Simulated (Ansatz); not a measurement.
# Free carriers and the phonons of ZnO (zincite, P6_3mc), part 2 of 2

Aim: how far do free carriers move the optical modes of ZnO (zincite, P6_3mc)?

Ansatz 0.2.0; DFT LDA, scalar-relativistic, plane waves, PAW; PAW set soft_1.

So far: Starting point; Relaxation. The relaxed cell has a = 3.187, c = 5.152 Å (conventional setting).

**3. Tight relaxation**

Phonons need small forces and stress, so the relaxation is finished with tight tolerances on 9×9×6 k points.

File input.yaml:

```yaml
crystal:
  lattice:
    - [3.1874548006, 0.0, 0.0]
    - [-1.5937274003, 2.7604168307, 0.0]
    - [0.0, 0.0, 5.1524026984]
  atoms:
    - { symbol: O, position: [0.6666666667, 0.3333333333, 0.3787375587] }
    - { symbol: O, position: [0.3333333333, 0.6666666667, 0.8787375587] }
    - { symbol: Zn, position: [0.3333333333, 0.6666666667, 0.5002724413] }
    - { symbol: Zn, position: [0.6666666667, 0.3333333333, 0.0002724413] }
kpoints:
  mp_grid: { grid: [9, 9, 6] }
hamiltonian:
  xc: lda
  pseudopotentials: { kind: paw, azcp: { folder: soft_1 }, xc_functional: pbe }
scf:
  occupations: { method: fixed }
output:
  forces: true
  stress: true
  eigenvalues: true
relax:
  adjacent_minimum: "off"
  f_tol: 0.001
  max_steps: 60
  cell: { stress_tol: 0.01 }
```

Started as:

```bash
$ ansatz run input.yaml --threads 4 --pin off --max-ram 16384MiB --backend cpu --events-out ev --progress --plain --runs-dir out
```

Numbers of over 12 decimals in the logs are rounded to 6 here.

Log:

```text
[...]
Crystal: 4 atoms, lattice volume = 45.334 Å³
Basis set: ecut = 420 eV, 881 PW (Γ)
Bands: 22, of which v1, the nominal top of the filled ones, is band 18 counted from 1 (17 counted from 0)
Symmetry: 12 space group operations
[...]
k-points: 48 of 486 (time reversal used)
[...]
--- Relaxed structure (1 steps of the walk, 1 accepted, 1 SCFs on fresh bases) ---
[...]
cell:  # Å, volume = 45.3345 Å³
    - [3.187455, 0.0, 0.0]
    - [-1.593727, 2.760417, 0.0]
    - [0.0, 0.0, 5.1524026984]
  atoms:
    - { symbol: O, position: [0.666667, 0.333333, 0.3787375587] }
    - { symbol: O, position: [0.333333, 0.666667, 0.8787375587] }
    - { symbol: Zn, position: [0.333333, 0.666667, 0.5002724413] }
    - { symbol: Zn, position: [0.666667, 0.333333, 0.0002724413] }
[key lines of the parts left out:]
SCF converged after 7 iterations
Free energy (F): -7603.955352 eV
Fermi energy:    7.486976 eV
P = ⅓ Tr σ = -0.0052 GPa (-0.052 kbar)
```

The job ended after 4.2 s (4 threads of Arm Neoverse V1, shared host; peak memory 0.38 GiB).

Little changed from the start: no atom moved by 0.005 Å and no cell edge by 0.1 %.

This step gave:

```
pressure : -0.005194 GPa
```

The largest force component left is 0.35 meV/Å and the pressure is -0.005 GPa, within the tolerances set. The cell now holds 11.33 Å³/atom.

**4. A member of the series: no carriers**

The cell of the neutral crystal is kept with no carriers. The bands are sampled on 26×26×15 points with Fermi-Dirac filling of 0.03 eV.

input.yaml, as its differences from that of step 3:

```diff
@@ -11,3 +11,3 @@
 kpoints:
-  mp_grid: { grid: [9, 9, 6] }
+  mp_grid: { grid: [26, 26, 15] }
 hamiltonian:
@@ -16,3 +16,3 @@
 scf:
-  occupations: { method: fixed }
+  occupations: { method: fermi_dirac, width: 0.03 }
 output:
@@ -25,2 +25 @@
   max_steps: 60
-  cell: { stress_tol: 0.01 }
```

Log:

```text
[...]
--- Relaxed structure (2 steps of the walk, 2 accepted, 0 SCFs on fresh bases) ---
  F+E_penalty+E_count = -7603.95559078 eV   max|allowed force component| = 3.607e-4 eV/Å
  atoms:
    - { symbol: O, position: [0.666667, 0.333333, 0.3787375587] }
    - { symbol: O, position: [0.333333, 0.666667, 0.8787375587] }
    - { symbol: Zn, position: [0.333333, 0.666667, 0.5002724413] }
    - { symbol: Zn, position: [0.666667, 0.333333, 0.0002724413] }
[key lines of the parts left out:]
SCF converged after 3 iterations
Free energy (F): -7603.955591 eV
Fermi energy:    7.936769 eV
P = ⅓ Tr σ = -0.0041 GPa (-0.041 kbar)
```

It took 34 s on 4 threads; peak memory 0.83 GiB; 2.2 min of CPU time.

No atom moved by 0.005 Å in the relaxation.

The largest force component left is 0.36 meV/Å.

**5. Modes of this member: no carriers**

Phonons follow from the second derivative of the energy, found here by linear response.

The zone-centre modes follow for no carriers.

input.yaml, as its differences from that of step 4:

```diff
@@ -18,8 +18,4 @@
 output:
-  forces: true
-  stress: true
   eigenvalues: true
-relax:
-  adjacent_minimum: "off"
-  f_tol: 0.001
-  max_steps: 60
+phonons:
+  method: dfpt
```

Log:

```text
[...]
Crystal: 4 atoms, lattice volume = 45.334 Å³
Basis set: ecut = 420 eV, 881 PW (Γ), exchange–correlation on 48×48×72 points (8 copies of the dense FFT grid, shifted against one another)
Bands: 22, of which v1, the nominal top of the filled ones, is band 18 counted from 1 (17 counted from 0)
Symmetry: 12 space group operations
k-points: 2640 of 10140 (irreducible under 2 space group operations, time reversal used)
[...]
SCF iter   1: F=—  HF=-7604.900729 eV  |F-HF|=—  |Δ(HF+E_count)|=         —  Δρ=1.10e-1  dr2=2.96e0  ethr=3.10e-3  ⟨swp⟩=6.1  Hψ=304071  notcnv=0
[...]
SCF iter  11: F=-7603.955592 eV  HF=-7603.955592 eV  |F-HF|=3.64e-12  |Δ(HF+E_count)|=  1.46e-11  Δρ=1.41e-7  dr2=6.42e-12  ethr=1.00e-12  ⟨swp⟩=6.0  Hψ=299153  notcnv=0
SCF 1 converged in 11 iterations: F = -7603.955592 eV  dr2 = 6.42e-12
[...]
DFPT response loops at Γ: preconditioner auto → Resta (q_TF=auto, 2.625 Å⁻¹)  ε∞=8.7 (no band partly filled); β = 1.00, the filter's whole step (`scf.mixing.beta` (0.50) is not read by the response loops at its default; to damp them type it under 1.00, their step now; it binds the ground state too); Broyden in place of MSR1
SCF converged after 11 iterations
Free energy (F): -7603.955592 eV
[...]
Internal energy: -7603.955592 eV  (E = F + TS)
E sigma→0 (E₀):  -7603.955592 eV
Fermi energy:    7.936764 eV
[...]
--- Band table (eV; the first three rows and the last of 2640) ---
  k-point 0: bands = [... 14 lower, 6.6269, 7.3793, 7.4866, 7.4866, 8.2808, 12.7706, 15.6758, 20.4731]
  k-point 1: bands = [... 14 lower, 6.6360, 7.2470, 7.4775, 7.4775, 8.4274, 12.7301, 15.7108, 20.4728]
  k-point 2: bands = [... 14 lower, 6.6642, 6.9720, 7.4502, 7.4502, 8.7439, 12.6116, 15.8139, 20.4738]
  k-point 2639: bands = [... 14 lower, 4.4629, 4.6538, 6.0598, 6.1695, 13.4464, 15.0045, 15.9639, 16.2205]
--- Phonons (Γ-DFPT): 4 representative perturbations + reference, on 2640 of 10140 k-points (Σ response iterations 15) ---
  k mesh reduced under 2 symmetry operations, with k and −k counted as one. Each operation leaves every solved perturbation unchanged. A smaller set is not used because it would not reduce the number of displacements times k-points to solve
  ASR residual: 9.581e-5 → 0.000e0 eV/Å²; symmetrization residual: 3.083e-6 eV/Å²
  ASR residual per site (eV/Å²): 9.58e-5 9.58e-5 2.98e-5 2.98e-5
  Γ frequencies (cm⁻¹): 0.00 0.00 0.00 90.02 90.02 260.89 389.96 408.57 408.57 441.23 441.23 552.88
  non-analytic LO–TO correction: not included (Born effective charges unavailable; polar crystals: no LO–TO splitting at Γ)
```

The job ended after 8.1 min (4 threads; peak memory 8.6 GiB; 31 min of CPU time).

This step gave:

* sum-rule residual before enforcement: 9.58e-5 eV/Å²
* point group: 6mm
* highest optical mode at the zone centre (no LO-TO term): 552.9 cm⁻¹
* lowest optical zone-centre mode: 90.02 cm⁻¹

Without the LO-TO term. Patterns of degenerate modes are one choice out of their space. The modes at Γ (shares of kinetic energy by element, %):

```csv
mode,frequency (cm⁻¹),symmetry,O %,Zn %
1,0.0,acoustic,20,80
2,0.0,acoustic,20,80
3,0.0,acoustic,20,80
4,90.0,E2,15,85
5,90.0,E2,15,85
6,260.9,B1,2,98
7,390.0,A1,80,20
8,408.6,E1,80,20
9,408.6,E1,80,20
10,441.2,E2,85,15
11,441.2,E2,85,15
12,552.9,B1,98,2
```

Displacements in mode 5 (90.0 cm⁻¹), the largest set to 1:
```
O1  -0.01  0.84  0.00
O2   0.01 -0.84  0.00
Zn3 -0.01  1.00  0.00
Zn4  0.01 -1.00  0.00
```

Displacements in mode 11 (441.2 cm⁻¹), the largest set to 1:
```
O1   0.00 -1.00  0.00
O2   0.00  1.00  0.00
Zn3  0.00  0.21  0.00
Zn4  0.00 -0.21  0.00
```

Without the LO-TO term the lowest optical mode is real, 90.0 cm⁻¹, and the highest lies at 552.9 cm⁻¹.

**6. Relaxation of a member: 15 × 10²⁰ holes per cm³**

The cell of the neutral crystal is kept with 15 × 10²⁰ holes per cm³, balanced by a uniform background. The bands are sampled on 26×26×15 points with Fermi-Dirac filling of 0.03 eV.

input.yaml, as its differences from that of step 5:

```diff
@@ -10,2 +10,3 @@
     - { symbol: Zn, position: [0.6666666667, 0.3333333333, 0.0002724413] }
+total_charge: 0.068002
 kpoints:
@@ -18,4 +19,8 @@
 output:
+  forces: true
+  stress: true
   eigenvalues: true
-phonons:
-  method: dfpt
+relax:
+  adjacent_minimum: "off"
+  f_tol: 0.001
+  max_steps: 60
```

Log:

```text
[...]
Crystal: 4 atoms, lattice volume = 45.334 Å³
Basis set: ecut = 420 eV, 881 PW (Γ)
Bands: 22, of which v1, the nominal top of the filled ones, is band 18 counted from 1 (17 counted from 0)
Symmetry: 12 space group operations
[...]
k-points: 560 of 10140 (time reversal used)
[...]
--- Relaxed structure (3 steps of the walk, 3 accepted, 0 SCFs on fresh bases) ---
  F+E_penalty+E_count = -7604.45775289 eV   max|allowed force component| = 5.344e-5 eV/Å
  atoms:
    - { symbol: O, position: [0.666667, 0.333333, 0.378792] }
    - { symbol: O, position: [0.333333, 0.666667, 0.878792] }
    - { symbol: Zn, position: [0.333333, 0.666667, 0.500218] }
    - { symbol: Zn, position: [0.666667, 0.333333, 0.000218256] }
[key lines of the parts left out:]
SCF converged after 3 iterations
Free energy (F): -7604.457753 eV
Fermi energy:    7.297893 eV
P = ⅓ Tr σ = -0.2435 GPa (-2.435 kbar)
```

Elapsed: 48 s, on 4 threads; peak memory 0.84 GiB.

Hardly anything moved in the relaxation; the energy changed by under 0.2 meV an atom.

The largest force component left is 0.060 meV/Å.

**7. Modes of this member: 15 × 10²⁰ holes per cm³**

The zone-centre modes follow for 15 × 10²⁰ holes per cm³.

input.yaml, the sections that differ from step 6:

```yaml
crystal:
  lattice:
    - [3.1874548006, 0.0, 0.0]
    - [-1.5937274003, 2.7604168307, 0.0]
    - [0.0, 0.0, 5.1524026984]
  atoms:
    - { symbol: O, position: [0.6666666667, 0.3333333333, 0.3787917439] }
    - { symbol: O, position: [0.3333333333, 0.6666666667, 0.8787917439] }
    - { symbol: Zn, position: [0.3333333333, 0.6666666667, 0.5002182561] }
    - { symbol: Zn, position: [0.6666666667, 0.3333333333, 0.0002182561] }
output:
  eigenvalues: true
phonons:
  method: dfpt
# total_charge, kpoints, hamiltonian, scf: as in step 6
# relax: removed
```

Log:

```text
[...]
Crystal: 4 atoms, lattice volume = 45.334 Å³
Basis set: ecut = 420 eV, 881 PW (Γ), exchange–correlation on 48×48×72 points (8 copies of the dense FFT grid, shifted against one another)
Bands: 22, of which v1, the nominal top of the filled ones, is band 18 counted from 1 (17 counted from 0)
Symmetry: 12 space group operations
k-points: 2640 of 10140 (irreducible under 2 space group operations, time reversal used)
[...]
k-point 1: bands = [... 14 lower, 6.5955, 7.2129, 7.4316, 7.4316, 8.4328, 12.7381, 15.7085, 20.4861]
  k-point 2: bands = [... 14 lower, 6.6235, 6.9423, 7.4045, 7.4045, 8.7446, 12.6185, 15.8130, 20.4871]
  k-point 2639: bands = [... 14 lower, 4.4291, 4.6263, 6.0225, 6.1367, 13.4410, 15.0212, 15.9675, 16.2115]
[...]
ASR residual: 2.529e-5 → 0.000e0 eV/Å²; symmetrization residual: 3.141e-6 eV/Å²
  ASR residual per site (eV/Å²): 2.53e-5 2.53e-5 2.11e-5 2.11e-5
[...]
[key lines of the parts left out:]
SCF converged after 13 iterations
Free energy (F): -7604.457755 eV
Fermi energy:    7.297883 eV
```

Elapsed: 8.2 min, on 4 threads; peak memory 8.6 GiB.

This step gave:

```yaml
sum_rule_residual_before_enforcement: 2.53e-5 eV/Å²
highest_optical_mode_at_the_zone_centre_no_lo_to_term: 545.5 cm⁻¹
lowest_optical_zone_centre_mode: 91.92 cm⁻¹
```

Without the LO-TO term. Patterns of degenerate modes are one choice out of their space. The modes at Γ (shares of kinetic energy by element, %):

```csv
mode,frequency (cm⁻¹),symmetry,O %,Zn %
1,0.0,acoustic,20,80
2,0.0,acoustic,20,80
3,0.0,acoustic,20,80
4,91.9,E2,15,85
5,91.9,E2,15,85
6,258.9,B1,2,98
7,386.5,A1,80,20
8,408.9,E1,80,20
9,408.9,E1,80,20
10,442.2,E2,85,15
11,442.2,E2,85,15
12,545.5,B1,98,2
```

Without the LO-TO term the lowest optical mode is real, 91.9 cm⁻¹, and the highest lies at 545.5 cm⁻¹.

**8. A check on a coarser mesh: 2 × 10²⁰ holes per cm³**

To see what the mesh is worth, the run for 2 × 10²⁰ holes per cm³ is repeated on 21×21×12 points.

input.yaml, the sections that differ from step 7:

```yaml
crystal:
  lattice:
    - [3.1874548006, 0.0, 0.0]
    - [-1.5937274003, 2.7604168307, 0.0]
    - [0.0, 0.0, 5.1524026984]
  atoms:
    - { symbol: O, position: [0.6666666667, 0.3333333333, 0.3787375587] }
    - { symbol: O, position: [0.3333333333, 0.6666666667, 0.8787375587] }
    - { symbol: Zn, position: [0.3333333333, 0.6666666667, 0.5002724413] }
    - { symbol: Zn, position: [0.6666666667, 0.3333333333, 0.0002724413] }
total_charge: 0.009067
kpoints:
  mp_grid: { grid: [21, 21, 12] }
# hamiltonian, scf, output, phonons: as in step 7
```

Log:

```text
[...]
Crystal: 4 atoms, lattice volume = 45.334 Å³
Basis set: ecut = 420 eV, 881 PW (Γ), exchange–correlation on 48×48×72 points (8 copies of the dense FFT grid, shifted against one another)
Bands: 22, of which v1, the nominal top of the filled ones, is band 18 counted from 1 (17 counted from 0)
Symmetry: 12 space group operations
k-points: 1397 of 5292 (irreducible under 2 space group operations, time reversal used)
[...]
k-point 1: bands = [... 14 lower, 6.6356, 7.1814, 7.4660, 7.4660, 8.4975, 12.7086, 15.7302, 20.4745]
  k-point 2: bands = [... 14 lower, 6.6791, 6.8140, 7.4238, 7.4238, 8.9278, 12.5263, 15.8905, 20.4781]
  k-point 1396: bands = [... 14 lower, 5.2356, 5.2356, 6.0745, 6.0745, 13.7559, 13.7559, 16.4146, 16.4146]
[...]
ASR residual: 7.354e-5 → 0.000e0 eV/Å²; symmetrization residual: 5.342e-6 eV/Å²
  ASR residual per site (eV/Å²): 7.35e-5 7.35e-5 7.04e-5 7.04e-5
[...]
[key lines of the parts left out:]
SCF converged after 12 iterations
Free energy (F): -7604.023585 eV
Fermi energy:    7.460000 eV
```

Run time: 4.1 min. Hardware: 4 threads; peak memory 4.7 GiB; 15 min of CPU time.

This step gave:

```yaml
sum_rule_residual_before_enforcement: 7.35e-5 eV/Å²
highest_optical_mode_at_the_zone_centre_no_lo_to_term: 551.8 cm⁻¹
lowest_optical_zone_centre_mode: 90.25 cm⁻¹
```

The highest mode comes at 551.8 cm⁻¹, against 551.8 cm⁻¹ on 26×26×15 points.

**9. A check on a coarser mesh: 10 × 10²⁰ holes per cm³**

To see what the mesh is worth, the run for 10 × 10²⁰ holes per cm³ is repeated on 21×21×12 points.

input.yaml, the sections that differ from step 8:

```yaml
crystal:
  lattice:
    - [3.1874548006, 0.0, 0.0]
    - [-1.5937274003, 2.7604168307, 0.0]
    - [0.0, 0.0, 5.1524026984]
  atoms:
    - { symbol: O, position: [0.6666666667, 0.3333333333, 0.3787888597] }
    - { symbol: O, position: [0.3333333333, 0.6666666667, 0.8787888597] }
    - { symbol: Zn, position: [0.3333333333, 0.6666666667, 0.5002211403] }
    - { symbol: Zn, position: [0.6666666667, 0.3333333333, 0.0002211403] }
total_charge: 0.045334
# kpoints, hamiltonian, scf, output, phonons: as in step 8
```

Log:

```text
[...]
Crystal: 4 atoms, lattice volume = 45.334 Å³
Basis set: ecut = 420 eV, 881 PW (Γ), exchange–correlation on 48×48×72 points (8 copies of the dense FFT grid, shifted against one another)
Bands: 22, of which v1, the nominal top of the filled ones, is band 18 counted from 1 (17 counted from 0)
Symmetry: 12 space group operations
k-points: 1397 of 5292 (irreducible under 2 space group operations, time reversal used)
[...]
k-point 1: bands = [... 14 lower, 6.6144, 7.1638, 7.4415, 7.4415, 8.4996, 12.7126, 15.7290, 20.4815]
  k-point 2: bands = [... 14 lower, 6.6577, 6.7987, 7.3995, 7.3995, 8.9275, 12.5295, 15.8903, 20.4851]
  k-point 1396: bands = [... 14 lower, 5.2179, 5.2179, 6.0570, 6.0570, 13.7582, 13.7582, 16.4147, 16.4147]
[...]
ASR residual: 7.505e-5 → 0.000e0 eV/Å²; symmetrization residual: 5.602e-6 eV/Å²
  ASR residual per site (eV/Å²): 7.51e-5 7.51e-5 4.67e-5 4.67e-5
[...]
[key lines of the parts left out:]
SCF converged after 12 iterations
Free energy (F): -7604.291792 eV
Fermi energy:    7.345674 eV
```

It took 4 min on 4 threads; peak memory 4.7 GiB.

Numbers from this step:

* sum-rule residual before enforcement: 7.51e-5 eV/Å²
* highest optical mode at the zone centre (no LO-TO term): 547.6 cm⁻¹
* lowest optical zone-centre mode: 91.34 cm⁻¹

The highest mode comes at 547.6 cm⁻¹, against 547.6 cm⁻¹ on 26×26×15 points.

**10. The series together**

The members are set side by side, also those not shown above.

Electrons count positive and holes negative; without the LO-TO term; modes are tracked from the neutral crystal by their patterns, and those within 0.3 cm⁻¹ of each other stand once; the cell of the neutral crystal is kept and the atoms are relaxed where symmetry leaves them free; all runs use 26×26×15 k points and Fermi-Dirac smearing of 0.03 eV. Optical modes along the series:

```csv
carriers (10²⁰ cm⁻³),mode 4 E2 (cm⁻¹),mode 6 B1 (cm⁻¹),mode 7 A1 (cm⁻¹),mode 8 E1 (cm⁻¹),mode 10 E2 (cm⁻¹),mode 12 B1 (cm⁻¹)
-15,91.92,258.9,386.5,408.9,442.2,545.5
-10,91.35,259.4,387.2,409,442,547.6
-6,90.83,259.9,388.2,408.9,441.8,549.5
-4,90.56,260.2,388.8,408.8,441.6,550.5
-2,90.25,260.6,389.6,408.6,441.3,551.8
-1,90.13,260.7,389.8,408.6,441.3,552.3
0,90.02,260.9,390,408.6,441.2,552.9
```

**11. Results**

- members: 7
- mode that changes most, in cm⁻¹: mode 12 B1
- its frequency without carriers: 552.88 cm⁻¹
- its frequency at -15 × 10²⁰ cm⁻³: 545.55 cm⁻¹

**Reading.** At 15 × 10²⁰ holes per cm³ the largest change in cm⁻¹ is that of mode 12 B1, -7.33 cm⁻¹ from 552.88 cm⁻¹. At 2 and 10 × 10²⁰ cm⁻³ the coarser mesh moves the optical modes by up to 0.01 cm⁻¹, a measure of the error left by the mesh there. The response is adiabatic: the carriers follow the ions at once. Where they cannot, as for a zone-centre mode faster than their scattering, measured shifts differ, and line shapes are not given here. The background stands for dopants without their size, scattering or local bonds, and the cell is that of the neutral crystal, although carriers also change the volume at rest, which would shift the modes as well. Spin-orbit coupling, which splits the valence bands that hold the holes, is left out. In a polar crystal the carriers also screen the field of the longitudinal modes, often the largest effect; only modes without that field are treated here. These are harmonic frequencies of a static lattice, with warm electrons: anharmonic shifts, linewidths and thermal expansion are left out. The PAW files were made for PBE; the program adapts parts of them to the functional of the run, but their partial waves stay those of PBE, an approximation that was not tested in this session. Only the zone centre was solved, so an instability at another wavevector cannot show here.

[Logs are printed without paths, hosts, clocks, repeated set-up lines and the standing remarks that a program may print on its own settings, such as how far it seeks lower states.]

[Hosts, paths, dates, database ids (printed as entryN), source tags and the programs' standing remarks are cut or masked in the printed files.]
